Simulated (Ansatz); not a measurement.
## Ba2C (hypothetical, Fm-3m): phonons against volume

Aim: how the vibrations of Ba2C (hypothetical) shift with volume, and the expansion that follows. The crystal structure is hypothetical: it was made by swapping elements on a known structure type.

Calculated with Ansatz 0.2.0; DFT PBE, scalar-relativistic, plane waves, PAW.

## Step 1: Starting point

Symmetry: Fm-3m, No. 225, cubic system. Conventional cell: a = 7.825 Å, b = 7.825 Å, c = 7.825 Å, α = 90.00°, β = 90.00°, γ = 90.00°. Nearest to Ba lie 4 C at 3.39 Å. Nearest to C lie 8 Ba at 3.39 Å. Farther neighbours are not listed.

## Step 2: A first coarse run

Before spending time, one coarse run tells the gap and the pressure of the starting cell.

input.yaml reads:

```yaml
crystal:
  lattice:
    - [0.0, 3.91252, 3.91252]
    - [3.91252, 0.0, 3.91252]
    - [3.91252, 3.91252, 0.0]
  atoms:
    - { symbol: Ba, position: [0.25, 0.25, 0.25] }
    - { symbol: Ba, position: [0.75, 0.75, 0.75] }
    - { symbol: C, position: [0.0, 0.0, 0.0] }
kpoints:
  mp_grid: { grid: [4, 4, 4] }
hamiltonian:
  xc: pbe
scf:
  occupations: { method: gaussian, width: 0.1 }
output:
  forces: true
  stress: true
  eigenvalues: true
```

Launch:

```bash
> ansatz run input.yaml --threads 4 --pin off --max-ram 8192MiB --backend cpu --events-out ev --progress --plain --runs-dir out
```

Numbers of over 12 decimals in the logs are rounded to 6 here.

The program printed:

```text
Engine: ansatz 0.2.0, x86_64-unknown-linux-gnu
Pseudopotentials: kind: paw
Pseudopotential: Ba, paw, valence charge 10, recommended cutoff 420 eV (normal), Ba.paw.azcp
Pseudopotential: C, paw, valence charge 4, recommended cutoff 420 eV (normal), C.paw.azcp
Functional definition: PBE
  parameter kappa = 0.804
  parameter beta = 0.066725
  exchange = pbe_x(kappa = kappa, mu = beta*pi^2/3)
  correlation = pbe_c(beta = beta)
Crystal: 3 atoms, lattice volume = 119.784 Å³
Basis set: ecut = 420 eV, 2277 PW (Γ), exchange–correlation on 80×80×80 points (8 copies of the dense FFT grid, shifted against one another)
Bands: 16, of which v1, the nominal top of the filled ones, is band 12 counted from 1 (11 counted from 0)
Symmetry: 48 space group operations
Space group: Fm-3m (ITA 225), of the structure as read, at distance tolerance 4.9e-5 Å
k-points: 8 of 64
Non-local potential: Ba, projectors of the file, l = 0: 3, l = 1: 2, l = 2: 2, l = 3: 2
Non-local potential: C, projectors of the file, l = 0: 2, l = 1: 2, l = 2: 1
PAW form: soft (Blöchl's): semilocal exchange-correlation on the pseudo side does not see the compensation charge
PAW one-centre angular grid: Ba, 194 points (default); XC on 64 Gauss nodes
PAW one-centre angular grid: C, 110 points (default); XC on 64 Gauss nodes
Initial density: superposition of atomic densities (neutral atoms: chi_scale 0, normalization atom), corrected by the library's trained network
Initial wavefunctions: pseudopotential atomic-orbital guess
Functional: x = pbe(κ = 0.804, μ = 0.219515), c = pbe(β = 0.066725)
SCF iter   1: F=—  HF=-12147.272945 eV  |F-HF|=—  |Δ(HF+E_count)|=         —  Δρ=1.25e-3  dr2=3.19e-3  ethr=1.77e-3  ⟨swp⟩=9.1  Hψ=813  notcnv=0
preconditioner: auto → none  [insulator: Δε(μ)=0.116 eV  Ē_g=10.706 eV  σ=0.100 eV  W_gap=0.53  n_scr=14 (ndim 8)  ℏωp=15.2 eV  f_vac=0.000  D(μ)=1.26/eV (n_scr^D=0)  ε∞_Penn≈3.0]
SCF iter   2: F=—  HF=-12147.274038 eV  |F-HF|=—  |Δ(HF+E_count)|=   1.09e-3  Δρ=7.00e-4  dr2=1.01e-3  ethr=1.33e-5  ⟨swp⟩=2.5  Hψ=276  notcnv=0
SCF iter   3: F=—  HF=-12147.274241 eV  |F-HF|=—  |Δ(HF+E_count)|=   2.03e-4  Δρ=2.81e-4  dr2=5.96e-5  ethr=4.20e-6  ⟨swp⟩=2.0  Hψ=147  notcnv=0
SCF iter   4: F=—  HF=-12147.274388 eV  |F-HF|=—  |Δ(HF+E_count)|=   1.48e-4  Δρ=9.68e-5  dr2=6.81e-6  ethr=2.48e-7  ⟨swp⟩=2.4  Hψ=214  notcnv=0
iter 5 did not close the SCF: its close was put off for the readings that it lacked (scf_convergence_deferred on its scf_iter line)
SCF iter   5: F=-12147.274409 eV  HF=-12147.274409 eV  |F-HF|=2.19e-7  |Δ(HF+E_count)|=   2.02e-5  Δρ=1.07e-5  dr2=8.15e-8  ethr=2.84e-8  ⟨swp⟩=2.6  Hψ=221  notcnv=0
SCF iter   6: F=-12147.274409 eV  HF=-12147.274409 eV  |F-HF|=6.91e-10  |Δ(HF+E_count)|=   2.41e-7  Δρ=6.42e-7  dr2=3.57e-10  ethr=3.40e-10  ⟨swp⟩=3.6  Hψ=612  notcnv=0
SCF 1 converged in 6 iterations: F = -12147.274409 eV  dr2 = 3.57e-10
  greatest PAW one-centre occupation: 0.956 electrons in one spin orbital (limit 2), on the Ba atom at site 1 (counted from 0), in its partial waves of l = 0
SCF converged after 6 iterations
Free energy (F): -12147.274409 eV
Harris-Foulkes:  -12147.274409 eV  (|F-HF|=6.91e-10)
Internal energy: -12147.268280 eV  (E = F + TS)
E sigma→0 (E₀):  -12147.271344 eV
Entropy (-TS):   -0.006129 eV (-2.043 meV/atom)
Fermi energy:    6.419737 eV
--- Per-component energies (eV) ---
  E_band       = -143.788133
  E_kinetic    = 409.875492
  E_local      = -785.107211  (includes V_loc(G=0)·N_el)
  E_nonlocal   = 140.593243
  E_hartree    = 245.483142
  E_xc         = -379.104851
  E_vxc        = -324.012542  (∫ρ·V_xc dr)
  E_paw        = -10549.214233  (= ΣΔE_a)
  E_vpaw       = -76.103414  (= ΣTr[D̂ρ^β])
  E_aug_tail   = 0.000000  (compensation charges beyond the density's cutoff)
  E_ewald      = -1229.793862
  E_smearing   = -0.006129  (= −TS)
  E_closure    = 0.000000  (closes the sum)
  Σ components = -12147.274409   (vs F -12147.274409, Δ=0.00e0)
--- Forces (eV/Å), atoms counted from 1 ---
  atom   1  Ba     0.00000000    -0.00000000     0.00000000
  atom   2  Ba     0.00000000    -0.00000000    -0.00000000
  atom   3  C     -0.00000000     0.00000000    -0.00000000
  max |Σ_I F_I| component: 4.63e-17 eV/Å
--- Stress (GPa, compression-positive) ---
       -5.309751      -0.000000      -0.000000
       -0.000000      -5.309751       0.000000
        0.000000      -0.000000      -5.309751
  P = ⅓ Tr σ = -5.3098 GPa (-53.098 kbar)
--- Band table (eV; the first three rows and the last of 8) ---
  k-point 0: bands = [... 8 lower, -1.3298, 5.3006, 5.3006, 5.3006, 5.8302, 6.9689, 6.9689, 9.7284]
  k-point 1: bands = [... 8 lower, -1.2107, 5.0449, 5.5873, 5.5873, 7.3183, 7.4281, 7.4281, 8.6178]
  k-point 2: bands = [... 8 lower, -1.1070, 5.4297, 5.9569, 5.9569, 7.6223, 8.2428, 8.2428, 8.8865]
  k-point 7: bands = [... 8 lower, -1.0740, 5.6804, 5.6804, 6.2072, 6.6898, 8.0398, 8.0398, 8.8340]
```

It took 4 s on 4 threads of Intel Xeon Platinum 8488C (Sapphire Rapids), shared host; peak memory 0.41 GiB; 3.3 s of CPU time.

This step gave:

- pressure: -5.310 GPa
- volume per atom: 39.93 Å³
- gap on the k-mesh: 0 eV

The start is under -5.3 GPa at this level and looks like a metal on this mesh.

## Step 3: Finding the static equilibrium

Phonons are second derivatives about a minimum, so cell and atoms are relaxed first, inside the symmetry of the start.

input.yaml, the sections that differ from step 2:

```yaml
kpoints:
  mp_grid: { grid: [10, 10, 10] }
output:
  forces: true
  stress: true
  eigenvalues: true
  write_density: true
  write_potential: true
  elf: true
  volumetric_format: npy
relax:
  adjacent_minimum: "off"
  f_tol: 0.005
  max_steps: 80
  cell: { stress_tol: 0.05 }
# crystal, hamiltonian, scf: as in step 2
```

The program printed:

```text
[...]
Crystal: 3 atoms, lattice volume = 119.784 Å³
Basis set: ecut = 420 eV, 2277 PW (Γ), exchange–correlation on 80×80×80 points (8 copies of the dense FFT grid, shifted against one another)
Bands: 16, of which v1, the nominal top of the filled ones, is band 12 counted from 1 (11 counted from 0)
Symmetry: 48 space group operations
[...]
k-points: 47 of 1000
[...]
SCF iter   1: F=—  HF=-12147.253154 eV  |F-HF|=—  |Δ(HF+E_count)|=         —  Δρ=1.99e-3  dr2=1.28e-2  ethr=1.77e-3  ⟨swp⟩=8.6  Hψ=4722  notcnv=0
[...]
SCF iter   7: F=-12147.254155 eV  HF=-12147.254155 eV  |F-HF|=1.42e-9  |Δ(HF+E_count)|=   3.38e-8  Δρ=1.40e-6  dr2=4.18e-9  ethr=4.17e-10  ⟨swp⟩=8.9  Hψ=5388  notcnv=0
SCF 1 converged in 7 iterations: F = -12147.254155 eV  dr2 = 4.18e-9
[...]
relax step   1: F+E_penalty+E_count = -12147.25415524 eV  Δ(F+E_penalty+E_count) = +0.000e0 eV  max|allowed force component| = 1.542e-17 eV/Å  Δτ_max = 0.0000 Å  P = -5.309 GPa  Ω = 119.784 Å³  (7 SCF iters, dr2 threshold 1.00e-7 eV, accepted)
Crystal: 3 atoms, lattice volume = 103.106 Å³
Basis set: ecut = 420 eV, 1989 PW (Γ), exchange–correlation on 80×80×80 points (8 copies of the dense FFT grid, shifted against one another)
[...]
iter 1 solved again at ethr=7.15e-4 eV; its pass at ethr=3.10e-3 eV (dr2=1.72e-1 eV) is discarded
[...]
SCF iter   7: F=-12147.750613 eV  HF=-12147.750613 eV  |F-HF|=4.43e-9  |Δ(HF+E_count)|=   2.57e-7  Δρ=6.24e-6  dr2=6.60e-8  ethr=1.25e-9  ⟨swp⟩=11.0  Hψ=6469  notcnv=0
SCF 2 converged in 7 iterations: F = -12147.750613 eV  dr2 = 6.60e-8
relax step   2: F+E_penalty+E_count = -12147.75061255 eV  Δ(F+E_penalty+E_count) = -4.965e-1 eV  max|allowed force component| = 9.946e-17 eV/Å  Δτ_max = 0.0000 Å  P = -3.884 GPa  Ω = 103.106 Å³  energy of the carried Pulay correction = +4.461e-3 eV  (7 SCF iters, dr2 threshold 3.00e-7 eV, accepted)
Crystal: 3 atoms, lattice volume = 88.052 Å³
Basis set: ecut = 420 eV, 1759 PW (Γ), exchange–correlation on 80×80×80 points (8 copies of the dense FFT grid, shifted against one another)
[...]
SCF iter   6: F=-12147.978227 eV  HF=-12147.978227 eV  |F-HF|=3.07e-9  |Δ(HF+E_count)|=   3.18e-7  Δρ=2.17e-6  dr2=5.42e-9  ethr=7.73e-10  ⟨swp⟩=7.1  Hψ=6044  notcnv=0
the search or the solves at the SCF's close seem to have found levels that the self-consistency loop had missed (the run counts 1). By its estimate they hold under 1e-12 electrons; where the run keeps them, the occupations were computed again with them
SCF 3 converged in 6 iterations: F = -12147.978227 eV  dr2 = 5.42e-9
relax step   3: F+E_penalty+E_count = -12147.97822675 eV  Δ(F+E_penalty+E_count) = -2.276e-1 eV  max|allowed force component| = 7.864e-17 eV/Å  Δτ_max = 0.0000 Å  P = -0.315 GPa  Ω = 88.052 Å³  energy of the carried Pulay correction = +9.106e-3 eV  (6 SCF iters, dr2 threshold 3.00e-7 eV, accepted)
[...]
relax step   4: F+E_penalty+E_count = -12147.97935160 eV  Δ(F+E_penalty+E_count) = -1.125e-3 eV  max|allowed force component| = 7.864e-17 eV/Å  Δτ_max = 0.0000 Å  P = +0.104 GPa  Ω = 86.934 Å³  energy of the carried Pulay correction = +9.478e-3 eV  (6 SCF iters, dr2 threshold 2.48e-7 eV, accepted)
[...]
relax step   5: F+E_penalty+E_count = -12147.97935168 eV  Δ(F+E_penalty+E_count) = -7.910e-8 eV  max|allowed force component| = 8.943e-17 eV/Å  Δτ_max = 0.0000 Å  P = +0.003 GPa  Ω = 87.196 Å³  energy of the carried Pulay correction = +9.390e-3 eV  (5 SCF iters, dr2 threshold 2.71e-8 eV, accepted)
Basis set: ecut = 420 eV, 1687 PW (Γ), exchange–correlation on 72×72×72 points (8 copies of the dense FFT grid, shifted against one another)
[...]
SCF iter   7: F=-12147.976430 eV  HF=-12147.976430 eV  |F-HF|=3.64e-12  |Δ(HF+E_count)|=    0.00e0  Δρ=2.48e-8  dr2=8.67e-13  ethr=1.00e-12  ⟨swp⟩=5.2  Hψ=3226  notcnv=0
SCF 6 converged in 7 iterations: F = -12147.976430 eV  dr2 = 8.67e-13
relax step   6: F+E_penalty+E_count = -12147.97643010 eV  Δ(F+E_penalty+E_count) = +2.922e-3 eV  max|allowed force component| = 8.789e-17 eV/Å  Δτ_max = 0.0000 Å  P = -0.046 GPa  Ω = 87.196 Å³  stress off target by 4.62e-2 GPa  SCF on the basis re-selected at this cell (its energy is not comparable with the rows above)  (7 SCF iters)
basis re-selected at this cell: Δ(F+E_penalty+E_count) = +2.922e-3 eV, ΔP = -0.049 GPa vs the last step (what re-selecting the basis moved, of the pressure what is left beyond the Pulay correction that the steps carried, after the strain that the cell walked since its last selection, with what the two solves' SCF thresholds leave and, on support functions, any second-order correction that the steps lacked; it is no measure of the basis error at this ecutwfc). The dense FFT grid was sized anew with the basis: this SCF ran on 36×36×36 points, the steps before it on 40×40×40, so part of this shift can come from that change (see relax.cell in the input reference). [rest of the remark cut]
SCF converged after 7 iterations
Free energy (F): -12147.976430 eV
[...]
Internal energy: -12147.973015 eV  (E = F + TS)
E sigma→0 (E₀):  -12147.974722 eV
Entropy (-TS):   -0.003415 eV (-1.138 meV/atom)
Fermi energy:    9.535349 eV
[...]
--- Stress (GPa, compression-positive) ---
       -0.046173       0.000000      -0.000000
        0.000000      -0.046173       0.000000
       -0.000000       0.000000      -0.046173
  P = ⅓ Tr σ = -0.0462 GPa (-0.462 kbar)
--- Band table (eV; the first three rows and the last of 47) ---
  k-point 0: bands = [... 8 lower, 1.4411, 7.6604, 7.6604, 7.6604, 9.5395, 9.8315, 9.8315, 13.7477]
  k-point 1: bands = [... 8 lower, 1.5094, 7.6408, 7.7403, 7.7403, 9.8810, 9.9631, 9.9631, 13.3488]
  k-point 2: bands = [... 8 lower, 1.6704, 7.7421, 7.9677, 7.9677, 10.3409, 10.3409, 10.6593, 12.6363]
  k-point 46: bands = [... 8 lower, 1.9730, 8.5678, 8.8290, 9.0439, 10.1975, 11.4518, 11.5284, 12.5583]
--- Relaxed structure (5 steps of the walk, 5 accepted, 1 SCFs on fresh bases) ---
  F+E_penalty+E_count = -12147.97643010 eV   max|allowed force component| = 8.789e-17 eV/Å   (the final SCF, on the basis selected at the relaxed cell)
  cell:  # Å, volume = 87.1960 Å³
    - [0, 3.519564, 3.519564]
    - [3.519564, 0, 3.519564]
    - [3.519564, 3.519564, 0]
  atoms:
    - { symbol: Ba, position: [0.25, 0.25, 0.25] }
    - { symbol: Ba, position: [0.75, 0.75, 0.75] }
    - { symbol: C, position: [0, 0, 0] }
```

The job ended after 8.6 s (4 threads; peak memory 0.53 GiB).

Step by step:

| step | energy less that of the first step (eV) | largest force component (eV/Å) | pressure (GPa) | volume (Å³) |
| --- | --- | --- | --- | --- |
| 1 | 0.0000 | 0.0000 | -5.31 | 119.78 |
| 2 | -0.4965 | 0.0000 | -3.88 | 103.11 |
| 3 | -0.7241 | 0.0000 | -0.31 | 88.05 |
| 4 | -0.7252 | 0.0000 | 0.10 | 86.93 |
| 5 | -0.7252 | 0.0000 | 0.00 | 87.20 |
| 6* | -0.7223 | 0.0000 | -0.05 | 87.20 |

Relaxation steps marked * repeat the geometry before them on a plane-wave basis chosen anew for their cell, so energy and pressure can jump there.

Forces are held to the 48 operations that the run works with; a distortion that breaks them can't arise in this run.

| conventional cell, symmetrised | before | after | change |
| --- | --- | --- | --- |
| a (Å) | 7.825 | 7.039 | -10.0 % |
| b (Å) | 7.825 | 7.039 | -10.0 % |
| c (Å) | 7.825 | 7.039 | -10.0 % |
| volume (Å³/atom) | 39.93 | 29.07 | -27.2 % |

Final coordinates:

```xyz
3
Lattice="0.0000 3.5196 3.5196 3.5196 0.0000 3.5196 3.5196 3.5196 0.0000" Properties=species:S:1:pos:R:3 pbc="T T T"
Ba    1.7598    1.7598    1.7598
Ba    5.2793    5.2793    5.2793
C     0.0000    0.0000    0.0000
```

This step gave:

```
pressure        : -0.04617 GPa
volume per atom : 29.07 Å³
```

Valence density in the ac plane of the cell as run, not the conventional one, at fractional y = 0.000, with atoms of C within 0.2 Å of it. It is the smooth field of the valence electrons, not physical close to the nuclei.

Values in e/Å³, 14 rows by 14 columns, each cell a mean:
```
1.5 1.4 0.8 0.3 0.2 0.1 0.1 0.1 0.1 0.1 0.1 0.3 0.6 1.2
1.0 1.1 0.7 0.4 0.2 0.1 0.1 0.2 0.2 0.2 0.1 0.2 0.3 0.6
0.4 0.5 0.4 0.3 0.2 0.1 0.2 0.3 0.4 0.4 0.2 0.2 0.2 0.3
0.2 0.2 0.2 0.2 0.1 0.1 0.2 0.4 0.6 0.6 0.4 0.2 0.1 0.1
0.1 0.1 0.1 0.1 0.1 0.1 0.1 0.3 0.6 0.7 0.6 0.4 0.2 0.1
0.1 0.1 0.1 0.2 0.1 0.1 0.1 0.2 0.3 0.6 0.6 0.4 0.2 0.1
0.1 0.1 0.2 0.3 0.2 0.2 0.1 0.1 0.2 0.3 0.4 0.3 0.2 0.1
0.1 0.1 0.3 0.4 0.5 0.3 0.2 0.1 0.1 0.1 0.2 0.2 0.1 0.1
0.1 0.1 0.3 0.5 0.7 0.6 0.3 0.2 0.1 0.1 0.1 0.1 0.1 0.1
0.1 0.1 0.2 0.4 0.7 0.7 0.5 0.2 0.1 0.1 0.1 0.2 0.2 0.2
0.2 0.2 0.1 0.2 0.4 0.5 0.4 0.3 0.2 0.1 0.2 0.3 0.4 0.3
0.6 0.3 0.2 0.1 0.2 0.3 0.3 0.2 0.1 0.1 0.2 0.4 0.7 0.8
1.2 0.7 0.3 0.2 0.1 0.1 0.1 0.1 0.1 0.1 0.2 0.5 1.1 1.4
1.5 1.2 0.6 0.2 0.1 0.1 0.1 0.1 0.1 0.1 0.2 0.4 1.0 1.5
```
Columns run along a (5.0 Å), rows up along c (5.0 Å). Atoms in or near the plane, at fractional coordinates: C at (0.00, 0.00).

Electrostatic potential energy in the ac plane of the cell as run, not the conventional one, at fractional y = 0.000, with atoms of C within 0.2 Å of it. With pseudopotentials it is smooth inside the atoms' cores, unlike the true potential.

Values in eV, 14 rows by 14 columns, each cell a mean:
```
-29 -27  -4  11  12  10   8   6   7   9  11  12   4 -21
-12 -14   1  11  12  10   7   4   4   6   9  11  11   4
  9   7   9  12  12  10   6   2  -2   0   4   9  11  12
 12  12  12  12  12  10   6   0  -6  -8  -2   4   9  11
 11  11  11  11  11  10   7   2  -5 -10  -8   0   6   9
  8   8   8   8   8   8   7   5   0  -5  -6  -2   4   7
  7   6   4   3   4   5   7   7   5   2   0   2   4   6
  7   5   2  -2  -4   0   4   7   7   7   6   6   7   8
  9   7   2  -5  -9  -7   0   5   8  10  10  10  10  10
 11   9   5  -1  -8  -9  -4   4   8  11  12  12  12  12
 12  12   9   5  -1  -5  -2   3   8  11  12  12  11  11
  5  11  11   9   5   2   2   4   8  11  12   9   1  -4
-20   0  11  12   9   7   5   6   8  11  12   7 -14 -27
-29 -20   5  12  11   9   7   7   8  11  12   9 -12 -29
```
Columns run along a (5.0 Å; values clipped at the 3rd and 97th percentile), rows up along c (5.0 Å). Atoms in or near the plane, at fractional coordinates: C at (0.00, 0.00).

ELF in the ac plane of the cell as run, not the conventional one, at fractional y = 0.000, with atoms of C within 0.2 Å of it. It is the smooth field of the valence electrons, not physical close to the nuclei.

Ten even steps from '_' (0.04) to '@' (0.86), each cell a mean:
```
--**@@%%==..________--##@@##
%%%%@@%%==....----::..--##@@
%%@@@@%%==..::**####--..--##
++******--..::**@@@@##--..--
..::::::..__..++@@@@@@##::__
____......____::**@@@@##--__
__..--++==::____::++****--__
__..++%%%%**::____..::::..__
__..++%%@@@@**::____........
::..--##@@@@%%==....--======
##--..--##%%%%++..::**%%%%%%
@@##==..--++++--..::**@@@@@@
##@@##--........__::**@@%%**
..##@@##::________..++%%%%--
```
Columns run along a (5.0 Å), rows up along c (5.0 Å). Atoms in or near the plane, at fractional coordinates: C at (0.00, 0.00).

The relaxation ends with a pressure of -0.05 GPa.

(Continued in part 2 of 4.)

[Logs are printed without paths, hosts, clocks, repeated set-up lines and the standing remarks that a program may print on its own settings, such as how far it seeks lower states.]

[Hosts, paths, dates, database ids (printed as entryN), source tags and the programs' standing remarks are cut or masked in the printed files.]

[A step with changed settings may run another functional than the one named; its input shows which.]


